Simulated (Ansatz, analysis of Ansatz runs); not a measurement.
# Migration in Mg2TiO4 (Imma): V_O hop (2.7 Å), charge +2, part 4 of 4

Wanted: path and barrier of a jump of O in Mg2TiO4 (Imma) at charge +2. The case: V_O hop (2.7 Å), in a cell of 56 host atoms with 1 O taken out.

Ansatz 0.2.0; plane-wave PAW DFT, PBEsol; nudged elastic band between two relaxed defect structures at fixed charge in a uniform background.

So far, barrier forward (eV): step 4 (nudged elastic band, charge +2) 1.44.

## Step 5: Single point at the start point, PBEsol, denser k-mesh

Three single points on a mesh of more k-points (start, top, end) test the sampling. The start is shown; top and end are run alike.

This step: plane-wave PAW DFT, PBEsol; single point of a defect supercell on a structure of the PBEsol path.

qp2.start.mesh/input.yaml

```yaml
crystal:
  lattice:
    - [5.93160526, 5.95895149, 0.0]
    - [-5.93160526, 5.95895149, 0.0]
    - [0.0, 0.0, 8.47824647]
  atoms:
    - { symbol: Mg, position: [0.3768407, 0.37648988, 0.13655952] }
    - { symbol: Mg, position: [0.37770609, 0.8722088, 0.63980874] }
[... 5 atom lines left out ...]
    - { symbol: Mg, position: [0.74973169, 0.50080787, 0.23073098] }
[... 3 atom lines left out ...]
    - { symbol: Mg, position: [0.50214527, 0.74778634, 0.2490115] }
[... 2 atom lines left out ...]
    - { symbol: Mg, position: [0.61899591, 0.13943611, 0.3591817] }
[... 4 atom lines left out ...]
    - { symbol: Ti, position: [0.74313732, 0.78815103, 0.49832928] }
[... 3 atom lines left out ...]
    - { symbol: Ti, position: [0.46210218, 0.50694785, 0.49815671] }
[... 3 atom lines left out ...]
    - { symbol: O, position: [0.5159806, 0.73422643, 0.49786277] }
[... 6 atom lines left out ...]
    - { symbol: O, position: [0.51773509, 0.50271505, 0.28211561] }
[... 3 atom lines left out ...]
    - { symbol: O, position: [0.74735661, 0.73275531, 0.28217156] }
[... 2 atom lines left out ...]
    - { symbol: O, position: [0.75946967, 0.26110514, 0.22389602] }
[... 5 atom lines left out ...]
    - { symbol: O, position: [0.49212276, 0.49485473, 0.71755776] }
[... 3 atom lines left out ...]
    - { symbol: O, position: [0.47935155, 0.2706859, 0.50204643] }
[... 2 atom lines left out ...]
    - { symbol: O, position: [0.97944443, 0.7707468, 0.50218764] }
total_charge: 2
basis:
  ecutwfc: 420
  xc_grid: 2
hamiltonian:
  xc: pbesol
kpoints:
  mp_grid: { grid: [2, 2, 2], shift: [0.5, 0.5, 0.5] }
scf:
  occupations: { method: fixed }
  max_iter: 150
output:
  forces: true
  eigenvalues: true
checkpoint:
  write: "../qp2.start.mesh.run"
  compress: false
  write_wavefunctions: false
  write_every: 100000
```

Command:

```bash
> ansatz run input.yaml --threads 4 --pin off --max-ram 14131MiB --backend cpu --events-out ev --progress --plain --runs-dir out
```

Numbers of over 12 decimals in the logs are rounded to 6 here.

Log:

```text
[...]
Crystal: 55 atoms, lattice volume = 599.347 Å³
Basis set: ecut = 420 eV, 11701 PW (Γ), exchange–correlation on 120×120×120 points (8 copies of the dense FFT grid, shifted against one another)
Bands: 275, of which v1, the nominal top of the filled ones, is band 220 counted from 1 (219 counted from 0)
Symmetry: 1 space group operations
[...]
k-points: 4 of 8 (time reversal used)
[...]
SCF iter   1: F=—  HF=-67868.801363 eV  |F-HF|=—  |Δ(HF+E_count)|=         —  Δρ=1.32e-2  dr2=1.02e0  ethr=1.77e-3  ⟨swp⟩=4.2  Hψ=3708  notcnv=0  defer=199
[...]
SCF iter   3: F=—  HF=-67868.527834 eV  |F-HF|=—  |Δ(HF+E_count)|=   5.56e-2  Δρ=3.37e-3  dr2=1.02e-1  ethr=6.73e-5  ⟨swp⟩=2.0  Hψ=1283  notcnv=0  defer=132
[...]
--- Forces (eV/Å), atoms counted from 1 ---
  atom   1  Mg    -0.00094105     0.01127556     0.00195260
  atom   2  Mg     0.00059375     0.00982988     0.00465404
  [... 5 atoms left out ...]
  atom   8  Mg     0.00001747     0.00146363    -0.00418843
  [... 3 atoms left out ...]
  atom  12  Mg    -0.00089572     0.00093469    -0.00430622
  [... 7 atoms left out ...]
  atom  20  Ti    -0.02558559     0.01988884    -0.00619675
  [... 3 atoms left out ...]
  atom  24  Ti    -0.00989765    -0.01323910     0.00622816
  [... 3 atoms left out ...]
  atom  28  O      0.02581433    -0.00393182     0.00266595
  [... 6 atoms left out ...]
  atom  35  O     -0.00666703    -0.00720079    -0.00614705
  [... 3 atoms left out ...]
  atom  39  O      0.00648935    -0.00469724    -0.00089774
  [... 2 atoms left out ...]
  atom  42  O     -0.00089430    -0.00382409    -0.00417591
  [... 5 atoms left out ...]
  atom  48  O     -0.00595584     0.00400661     0.00725247
  [... 3 atoms left out ...]
  atom  52  O      0.00705071     0.00892519    -0.00252859
  [... 3 atoms left out ...]
  max |Σ_I F_I| component: 5.04e-5 eV/Å
--- Band table (eV) ---
[...]
[... further k-points left out ...]
[key lines of the parts left out:]
SCF converged after 13 iterations
Free energy (F): -67868.495807 eV
Fermi energy:    6.895293 eV
```

The job ended after 41 s (4 threads of Arm Neoverse V1, shared host; peak memory 3 GiB).

Numbers from this step:

* free energy: -67868.4958 eV

## Step 6: Barrier from single points, PBEsol, denser k-mesh

Analysis of the runs above: barrier from PBEsol single points on the PBEsol path.

It gives:

| Property | Result |
| --- | --- |
| barrier forward | 1.446 eV |
| barrier backward | 1.597 eV |
| end less start | -0.1507 eV |

This gives 1.446 eV against the band's 1.439 eV (backward 1.597 against 1.609 eV). This mesh holds only the band's own point and its sign variants, so it tests the average over those and no finer sampling.

## Step 7: Single point at the start point, LDA

Three single points with LDA show how much the barrier depends on that choice; lattice and path are kept. The start is shown; top and end are run alike.

This step: plane-wave PAW DFT, LDA; single point of a defect supercell on a structure of the PBEsol path.

qp2.start.lda/input.yaml, as its differences from qp2.start.mesh/input.yaml of step 5:

```diff
@@ -37,5 +37,5 @@
 hamiltonian:
-  xc: pbesol
+  xc: lda
 kpoints:
-  mp_grid: { grid: [2, 2, 2], shift: [0.5, 0.5, 0.5] }
+  mp_grid: { grid: [1, 1, 1], shift: [0.25, 0.25, 0.25] }
 scf:
@@ -47,3 +47,3 @@
 checkpoint:
-  write: "../qp2.start.mesh.run"
+  write: "../qp2.start.lda.run"
   compress: false
```

Log:

```text
[...]
Crystal: 55 atoms, lattice volume = 599.347 Å³
Basis set: ecut = 420 eV, 11701 PW (Γ), exchange–correlation on 120×120×120 points (8 copies of the dense FFT grid, shifted against one another)
Bands: 275, of which v1, the nominal top of the filled ones, is band 220 counted from 1 (219 counted from 0)
Symmetry: 1 space group operations
[...]
k-points: 1
[...]
SCF iter   1: F=—  HF=-67343.405426 eV  |F-HF|=—  |Δ(HF+E_count)|=         —  Δρ=1.42e-2  dr2=1.39e0  ethr=1.77e-3  ⟨swp⟩=4.0  Hψ=833  notcnv=0  defer=51
[...]
SCF iter  13: F=-67342.983878 eV  HF=-67342.983878 eV  |F-HF|=6.98e-9  |Δ(HF+E_count)|=   1.51e-8  Δρ=1.46e-6  dr2=1.66e-8  ethr=2.27e-11  ⟨swp⟩=11.0  Hψ=1004  notcnv=0
SCF 1 converged in 13 iterations: F = -67342.983878 eV  dr2 = 1.66e-8
[...]
SCF converged after 13 iterations
Free energy (F): -67342.983878 eV
[...]
Internal energy: -67342.983878 eV  (E = F + TS)
E sigma→0 (E₀):  -67342.983878 eV
Fermi energy:    6.545928 eV
[...]
--- Forces (eV/Å), atoms counted from 1 ---
  atom   1  Mg     0.00725044    -0.02177725     0.00052886
  atom   2  Mg    -0.01129834    -0.00059413     0.03207566
  [... 5 atoms left out ...]
  atom   8  Mg     0.00291809     0.00073468    -0.10157398
  [... 3 atoms left out ...]
  atom  12  Mg    -0.01496738     0.00118235     0.00119267
  [... 7 atoms left out ...]
  atom  20  Ti    -0.09491949     0.11287633     0.00989056
  [... 3 atoms left out ...]
  atom  24  Ti    -0.09373786    -0.11636243     0.01444418
  [... 3 atoms left out ...]
  atom  28  O      0.12089122    -0.00011108    -0.02137874
  [... 6 atoms left out ...]
  atom  35  O     -0.03733421     0.02993329     0.10457651
  [... 3 atoms left out ...]
  atom  39  O     -0.03468657    -0.03024843     0.10364873
  [... 2 atoms left out ...]
  atom  42  O     -0.01492913     0.02572697    -0.13044011
  [... 5 atoms left out ...]
  atom  48  O     -0.03412705    -0.05973038    -0.11278710
  [... 3 atoms left out ...]
  atom  52  O     -0.17596837    -0.04779742     0.00789398
  [... 3 atoms left out ...]
  max |Σ_I F_I| component: 4.08e-5 eV/Å
--- Band table (eV) ---
[...]
```

The job ended after 11 s (4 threads; peak memory 1.1 GiB).

Numbers from this step:

* free energy: -67342.9839 eV

## Step 8: Barrier from single points, LDA

Analysis of the runs above: barrier from LDA single points on the PBEsol path.

It gives:

```
barrier forward  : 1.346 eV
barrier backward : 1.495 eV
end less start   : -0.1487 eV
```

This gives 1.346 eV against the band's 1.439 eV.

## Step 9: Single point at the start point, r2SCAN

Three single points with a meta-GGA, at its higher cutoff of 500 eV, show what it does to the barrier on the path found. The start is shown; top and end are run alike.

This step: plane-wave PAW DFT, r2SCAN; single point of a defect supercell on a structure of the PBEsol path.

qp2.start.r2scan/input.yaml, as its differences from qp2.start.lda/input.yaml of step 7:

```diff
@@ -34,6 +34,6 @@
 basis:
-  ecutwfc: 420
+  ecutwfc: 500
   xc_grid: 2
 hamiltonian:
-  xc: lda
+  xc: r2scan
 kpoints:
@@ -47,3 +47,3 @@
 checkpoint:
-  write: "../qp2.start.lda.run"
+  write: "../qp2.start.r2scan.run"
   compress: false
```

Log:

```text
[...]
Crystal: 55 atoms, lattice volume = 599.347 Å³
Basis set: ecut = 500 eV, 15295 PW (Γ), exchange–correlation on 128×128×128 points (8 copies of the dense FFT grid, shifted against one another)
Bands: 275, of which v1, the nominal top of the filled ones, is band 220 counted from 1 (219 counted from 0)
Symmetry: 1 space group operations
[...]
k-points: 1
[...]
SCF iter   1: F=—  HF=-68591.281650 eV  |F-HF|=—  |Δ(HF+E_count)|=         —  Δρ=2.48e-2  dr2=3.87e0  dr2_τ=2.80e0  ethr=1.77e-3  ⟨swp⟩=4.0  Hψ=835  notcnv=0  defer=50
[...]
SCF iter  12: F=-68591.908026 eV  HF=-68591.908026 eV  |F-HF|=3.25e-8  |Δ(HF+E_count)|=   8.61e-8  Δρ=3.06e-6  dr2=7.10e-8  dr2_τ=2.28e-9  ethr=2.27e-11  ⟨swp⟩=10.0  Hψ=1125  notcnv=0
SCF 1 converged in 12 iterations: F = -68591.908026 eV  dr2 = 7.10e-8
[...]
SCF converged after 12 iterations
Free energy (F): -68591.908026 eV
[...]
Internal energy: -68591.908026 eV  (E = F + TS)
E sigma→0 (E₀):  -68591.908026 eV
Fermi energy:    6.543529 eV
[...]
--- Forces (eV/Å), atoms counted from 1 ---
  atom   1  Mg     0.00518500    -0.00987049    -0.00819680
  atom   2  Mg    -0.01622739     0.00225686     0.01196095
  [... 5 atoms left out ...]
  atom   8  Mg     0.00233882     0.00071667    -0.01849196
  [... 3 atoms left out ...]
  atom  12  Mg     0.00198979     0.00066256    -0.00290065
  [... 7 atoms left out ...]
  atom  20  Ti     0.04983722    -0.07604540    -0.01140373
  [... 3 atoms left out ...]
  atom  24  Ti     0.05370179     0.07489933    -0.00332183
  [... 3 atoms left out ...]
  atom  28  O     -0.11904829    -0.00135376    -0.01876621
  [... 6 atoms left out ...]
  atom  35  O     -0.01571413     0.01556526    -0.09901590
  [... 3 atoms left out ...]
  atom  39  O     -0.01057544    -0.01943417    -0.09781856
  [... 2 atoms left out ...]
  atom  42  O     -0.00854952    -0.00123876     0.08385937
  [... 5 atoms left out ...]
  atom  48  O     -0.00681430    -0.01061823     0.10240530
  [... 3 atoms left out ...]
  atom  52  O      0.12051656    -0.01572503     0.01777961
  [... 3 atoms left out ...]
  max |Σ_I F_I| component: 1.70e-2 eV/Å
--- Band table (eV) ---
[...]
```

Run time: 19 s. Hardware: 4 threads; peak memory 1.5 GiB; 72 s of CPU time.

This step gave:

```
free energy : -68591.9080 eV
```

## Step 10: Barrier from single points, r2SCAN

Analysis of the runs above: barrier from r2SCAN single points on the PBEsol path.

It gives:

```
barrier forward  : 1.522 eV
barrier backward : 1.779 eV
end less start   : -0.2564 eV
```

This gives 1.522 eV against the band's 1.439 eV.

## Step 11: Results

| Property | Result |
| --- | --- |
| barrier forward | 1.44 eV |
| barrier backward | 1.61 eV |
| end less start | -0.17 eV |
| hop length | 2.54 Å |
| band iterations, as the log counts them | 23 |
| barrier from single points, PBEsol, denser k-mesh | 1.45 eV |
| barrier from single points, LDA | 1.35 eV |
| barrier from single points, r2SCAN | 1.52 eV |

**Reading.** The top of the band lies 1.44 eV above the start and 1.61 eV above the end. With an assumed prefactor of 1e13 per second it gives one hop a second along this one path at about 560 K; whether such hops link up through the crystal wasn't checked. At the top O35 stands 1.73 Å from its nearest Ti, 0.16 Å closer than at the start. Across functionals on this path (PBEsol 1.439, LDA 1.346 and r2SCAN 1.522 eV) the forward values spread by 0.176 eV. The order of the top as a saddle was not checked for all atoms, so a bent path could be lower. No image-charge correction is applied; it largely cancels along a path if the charge stays localised alike. Keep in mind: one k-point off the zone centre stands for the whole zone; periodic copies of the defect are only 8.4 Å apart.

[Logs are printed without paths, hosts, clocks, repeated set-up lines and the standing remarks that a program may print on its own settings, such as how far it seeks lower states.]

[Hosts, paths, dates, database ids (printed as entryN), source tags and the programs' standing remarks are cut or masked in the printed files.]
